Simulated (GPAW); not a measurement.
A computed O K-edge spectrum of one site in a crystal of Mn, O and Ti, with its zero at a photon energy of about 526.4 eV (LDA puts this hole about 4 eV below PBE, itself good to a few eV). Method: GPAW, LDA + U, excited-electron core hole (neutral cell) in a small cell, dipole transitions, broadening that rises with energy.

Energy from the lowest empty level; intensity scaled to a mean of 1 over the first 20 eV:

| E (eV) | intensity |
| --- | --- |
| -2.00 | 0.00 |
| -1.25 | 0.00 |
| -0.50 | 0.12 |
| 0.25 | 1.00 |
| 1.00 | 1.39 |
| 1.75 | 0.90 |
| 2.50 | 2.31 |
| 3.25 | 2.11 |
| 4.00 | 0.72 |
| 4.75 | 0.71 |
| 5.50 | 0.89 |
| 6.25 | 0.87 |
| 7.00 | 0.97 |
| 7.75 | 1.14 |
| 8.50 | 1.47 |
| 9.25 | 1.82 |
| 10.00 | 1.41 |
| 10.75 | 1.01 |
| 11.50 | 0.79 |
| 12.25 | 0.71 |
| 13.00 | 0.75 |
| 13.75 | 0.84 |
| 14.50 | 0.89 |
| 15.25 | 0.84 |
| 16.00 | 0.75 |
| 16.75 | 0.65 |
| 17.50 | 0.55 |
| 18.25 | 0.46 |
| 19.00 | 0.42 |
| 19.75 | 0.45 |
| 20.50 | 0.55 |
| 21.25 | 0.67 |
| 22.00 | 0.76 |
| 22.75 | 0.82 |
| 23.50 | 0.86 |
| 24.25 | 0.89 |
| 25.00 | 0.91 |
| 25.75 | 0.93 |
| 26.50 | 0.95 |
| 27.25 | 0.99 |
| 28.00 | 1.07 |
| 28.75 | 1.17 |
| 29.50 | 1.26 |
| 30.25 | 1.29 |
| 31.00 | 1.24 |
| 31.75 | 1.11 |

Q: What surroundings does the absorber have?

A K edge sees empty p states; the first features are O p mixed into the empty d states of the Mn and Ti neighbours, and the broad ones above probably into the cations' higher empty bands. It is atom 7 of Ti2MnO4 (Fd-3m), with 1 Mn at 2.04 Å and 3 Ti at 2.07 Å (distorted tetrahedral, site symmetry 3m). Its main maxima below 24 eV lie at 0.8 eV (1.44), 2.8 eV (2.61), 9.2 eV (1.82) and 14.5 eV (0.89). A near-edge spectrum doesn't fix the structure by itself; it is matched against candidates. The hole lies in one spin channel, while the script sums the empty states of both and takes the lower zero; where the two channels are split, this blurs and shifts the curve. The unit cell's mesh shows no gap over 0.35 eV. That is right for a metallic compound; for a small-gap or correlated insulator it would be the fault of the functional or of the assumed magnetic order, and the hole would be screened too well. The spins start antiferromagnetically in a simple order, which needn't be the measured one; gap and edge can depend on it. The holes are only 6.1 Å apart, so the shape is probably not converged with cell size; no larger cell was run here. The mesh is coarse (0.31 Å⁻¹ between points), so small maxima may be mesh ripples. Lifetime broadening is put in by hand, and intensities beyond about 20 eV depend on it and on the partial waves. The structure is a computed Materials Project entry and may be a hypothetical form.

[Hosts, paths, dates, database ids (printed as entryN), source tags and the programs' standing remarks are cut or masked in the printed files.]

[Lists of maxima count a maximum above −3 eV only where it reaches 4 % of the highest in the window and stands out from its surroundings by 2 % of it (1.5 % where it reaches 55 %); shoulders and weaker maxima are passed over, and of the rest the first, up to two pre-edge ones and the few strongest are named.]
